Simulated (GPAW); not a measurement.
# How K absorbs and reflects light

Aim: the dielectric function of K, and the optical constants that follow from it. The cell comes from an older database entry, whose edges can differ from later determinations, mostly by under a per cent.

Main program and level: GPAW 26.7.0; DFT, PBE, plane-wave PAW (GPAW data sets), scalar-relativistic, RPA, optical limit.

Report form: the programs' logs are mostly left out.

The database entry behind the starting cell lists a temperature near 5 K, so it need not match the best structure at ambient conditions.

## 1. The starting structure

It takes space group Im-3m (No. 229, cubic). Conventional cell: a = 5.225 Å, b = 5.225 Å, c = 5.225 Å, α = 90.00°, β = 90.00°, γ = 90.00°. K has 8 K at 4.52 Å nearest.

## 2. Ground state

First the ground state: is it a metal or has it a gap?

This step: DFT, PBE, plane-wave PAW (GPAW data sets), scalar-relativistic, ground state (GPAW 26.7.0).

gs.py

```python
from ase import Atoms
from ase.dft.bandgap import bandgap
from gpaw import GPAW, PW, FermiDirac

atoms = Atoms(['K'],
              cell=[[-2.612500000000, 2.612500000000, 2.612500000000],
                    [2.612500000000, -2.612500000000, 2.612500000000],
                    [2.612500000000, 2.612500000000, -2.612500000000]],
              scaled_positions=[[0.000000000000, 0.000000000000, 0.000000000000]],
              pbc=[True, True, True])
atoms.calc = GPAW(mode=PW(500), xc='PBE', kpts={'size': (6, 6, 6), 'gamma': True},
                  occupations=FermiDirac(0.05), maxiter=150, txt='gs.txt')
print('energy (eV)', atoms.get_potential_energy())
print('Fermi level (eV)', atoms.calc.get_fermi_level())
print('valence electrons', atoms.calc.get_number_of_electrons())
print('gap (eV)', bandgap(atoms.calc, output=None)[0])
print('direct gap (eV)', bandgap(atoms.calc, direct=True, output=None)[0])
atoms.calc.write('gs.gpw')
```

On the command line:

```console
> OMP_NUM_THREADS=1 python gs.py
```

The job ended after 6 s (1 thread of Intel Xeon at 2.70GHz, shared host; peak memory 0.14 GiB).

Numbers from this step:

- energy: -1.198 eV
- Fermi energy: 1.133 eV
- electrons: 9

There are states at the Fermi level within the smearing, so the occupations stay smeared and the carriers get a Drude term.

## 3. Bands for the response

At the fixed density, many empty bands are solved on the mesh of the response, since the spectrum sums over them.

This step: DFT, PBE, plane-wave PAW (GPAW data sets), scalar-relativistic, bands at fixed density (GPAW 26.7.0).

nscf.py

```python
from ase.dft.bandgap import bandgap
from gpaw import GPAW, FermiDirac

calc = GPAW('gs.gpw').fixed_density(kpts={'size': (12, 12, 12), 'gamma': True}, nbands=45, convergence={'bands': 39},
                                    occupations=FermiDirac(0.05), txt='nscf.txt')
print('gap (eV)', bandgap(calc, output=None)[0])
print('direct gap (eV)', bandgap(calc, direct=True, output=None)[0])
print('top band over the Fermi level (eV)', min(calc.get_eigenvalues(kpt=k)[38] for k in range(len(calc.get_ibz_k_points()))) - calc.get_fermi_level())
calc.write('full.gpw', mode='all')
```

On the command line:

```console
> OMP_NUM_THREADS=1 python nscf.py
```

Elapsed: 2.2 min, on 1 thread; peak memory 0.25 GiB.

## 4. Dielectric function, RPA

Local fields let the induced charge screen the field inside the cell, which as a rule lowers ε, most along directions where the density is uneven.

This step: DFT, PBE, plane-wave PAW (GPAW data sets), scalar-relativistic, RPA, optical limit (GPAW 26.7.0).

df.py

```python
from gpaw.response.df import DielectricFunction

df = DielectricFunction('full.gpw', frequencies={'type': 'nonlinear', 'domega0': 0.03, 'omega2': 8},
                        ecut=50,
                        eta=0.15,
                        nbands=39,
                        rate=0.05,
                        txt='df.txt')
for direction in ['x']:
    df.get_dielectric_function(xc='RPA', direction=direction, filename=f'df_{direction}.csv')
```

On the command line:

```console
> OMP_NUM_THREADS=1 python df.py
```

Wall time 20 s (1 thread); peak memory 0.25 GiB.

This step gave:

| Property | Result |
| --- | --- |
| centre of weight of the strongest loss peak in the window | 3.984 eV |

Sum at mesh points, not converged in k. The Im ε, E ∥ x by photon energy; read off at these points:

photon energy (eV), Im ε, E ∥ x and a bar:
```
      0.5       15.6 ##############################
      1.0        2.0 ####
      1.5        0.8 ##
      2.0        0.4 #
      2.5        0.2 
      3.0        0.2 
      3.5        0.1 
      4.0        0.1 
      4.5        0.1 
      5.0        0.2 
      5.5        0.1 
      6.0        0.2 
      6.5        0.2 
      7.0        0.2 
      7.5        0.2 
      8.0        0.1 
      8.5        0.1 
      9.0        0.1 
      9.5        0.1 
     10.0        0.0 
     10.5        0.0 
     11.0        0.0 
     11.5        0.0 
     12.0        0.0 
     12.5        0.0 
     13.0        0.0 
     13.5        0.0
```

Values under 1 per cm are given as 1; sum at mesh points, not converged in k. Table of absorption coefficient, E ∥ x by photon energy:

```tsv
photon energy (eV)	absorption coefficient, E ∥ x (1/cm)
0.5	4.4e5
1.0	4.3e5
1.5	4.1e5
2.0	3.9e5
2.5	3.5e5
3.0	3.0e5
3.5	2.2e5
4.0	79372
4.5	39120
5.0	74935
5.5	46715
6.0	67583
6.5	73062
7.0	80882
7.5	88632
8.0	68618
8.5	61314
9.0	36520
9.5	31332
10.0	20150
10.5	15797
11.0	14561
11.5	14300
12.0	13409
12.5	14299
13.0	6632
13.5	9000
```

Sum at mesh points, not converged in k. The reflectivity at normal incidence, E ∥ x by photon energy; read off at these points:

photon energy (eV), reflectivity at normal incidence, E ∥ x (%) and a bar:
```
      0.5       95.5 ##############################
      1.0       95.3 ##############################
      1.5       93.4 #############################
      2.0       92.0 #############################
      2.5       90.2 ############################
      3.0       84.3 ##########################
      3.5       76.3 ########################
      4.0       40.9 #############
      4.5        7.5 ##
      5.0        5.0 ##
      5.5        1.5 
      6.0        1.5 
      6.5        0.7 
      7.0        1.0 
      7.5        0.9 
      8.0        0.6 
      8.5        0.5 
      9.0        0.2 
      9.5        0.2 
     10.0        0.1 
     10.5        0.0 
     11.0        0.0 
     11.5        0.0 
     12.0        0.0 
     12.5        0.0 
     13.0        0.0 
     13.5        0.0
```

Sum at mesh points, not converged in k. The Im ε, E ∥ x by photon energy; read off at these points:

```tsv
photon energy (eV)	without local fields	with local fields
0.5	15.6	15.6
1.0	2.00	2.00
1.5	0.803	0.789
2.0	0.381	0.371
2.5	0.219	0.213
3.0	0.176	0.169
3.5	0.121	0.115
4.0	0.0936	0.0896
4.5	0.102	0.0990
5.0	0.192	0.195
5.5	0.137	0.133
6.0	0.182	0.180
6.5	0.206	0.198
7.0	0.187	0.196
7.5	0.167	0.203
8.0	0.106	0.150
8.5	0.0737	0.127
9.0	0.0411	0.0733
9.5	0.0295	0.0603
10.0	0.0198	0.0378
10.5	0.0154	0.0287
11.0	0.0191	0.0257
11.5	0.0142	0.0244
12.0	0.0110	0.0222
12.5	0.0143	0.0229
13.0	0.0109	0.0103
13.5	0.0126	0.0136
```

The loss function −Im 1/ε at q → 0, E ∥ x has structure finer than the step of the table below, so its rows give means over 0.25 eV, whole bins alone (the curve runs from 0.305 to 14.0 eV). Peaks (eV: height): 3.980: 11.2.

Sum at mesh points, not converged in k. Table of loss function −Im 1/ε at q → 0, E ∥ x by energy loss; means over each step:

```tsv
energy loss (eV)	loss function −Im 1/ε at q → 0, E ∥ x
0.50	0.00262
0.75	0.00413
1.00	0.00593
1.25	0.00856
1.50	0.0139
1.75	0.0178
2.00	0.0282
2.25	0.0441
2.50	0.0571
2.75	0.0986
3.00	0.170
3.25	0.287
3.50	0.821
3.75	2.95
4.00	8.75
4.25	2.64
4.50	0.905
4.75	0.794
5.00	0.878
5.25	0.444
5.50	0.339
5.75	0.439
6.00	0.404
6.25	0.295
6.50	0.314
6.75	0.398
7.00	0.348
7.25	0.310
7.50	0.336
7.75	0.266
8.00	0.236
8.25	0.208
8.50	0.194
8.75	0.134
9.00	0.107
9.25	0.103
9.50	0.0819
9.75	0.0537
10.00	0.0464
10.25	0.0476
10.50	0.0341
10.75	0.0251
11.00	0.0272
11.25	0.0272
11.50	0.0251
11.75	0.0241
12.00	0.0220
12.25	0.0206
12.50	0.0204
12.75	0.0117
13.00	0.00963
13.25	0.0118
13.50	0.0121
13.75	0.0130
```

From ε follow the optical constants at some laser and lamp lines:

```tsv
wavelength (nm)	n	k	R (%)	1/α
1064	0.18	3.626	95.1	23 nm
633	0.10	1.965	92.4	26 nm
532	0.09	1.563	90.0	27 nm
450	0.08	1.170	87.6	31 nm
365	0.08	0.696	80.8	42 nm
308	0.25	0.179	37.2	137 nm
193	0.88	0.097	0.7	159 nm
```

In reflection the computed colour is near white: x = 0.316, y = 0.333, luminous reflectivity 90 %.

## 5. Results

```yaml
centre_of_weight_of_the_strongest_loss_peak_in_the_window_first_axis: 3.98 eV
```

What this shows: At this level (PBE, RPA) K is a metal. The mesh is too coarse to trust the carriers' weight, the reflectivity or the colour to better than tens of per cent. In reflection the computed colour is near white: x = 0.316, y = 0.333, luminous reflectivity 90 %. The carriers' damping of 0.05 eV is typed, not computed; it shapes the response at the lowest energies. GPAW's carrier term has the form −ωp²/(ω + i·rate)², which damps like twice the rate and fails at low energy, so the curves leave the lowest energies out. The sum runs over mesh points 0.14 Å⁻¹ apart with no interpolation, so peaks are partly noise of the mesh, and the Drude plasma energy, a sum over the Fermi surface, isn't converged.

[Machine, clock and banner lines and Python warnings are left out of the logs.]

[Logs are printed without paths, hosts, clocks, repeated set-up lines and the standing remarks that a program may print on its own settings, such as how far it seeks lower states.]

[Hosts, paths, dates, database ids (printed as entryN), source tags and the programs' standing remarks are cut or masked in the printed files.]
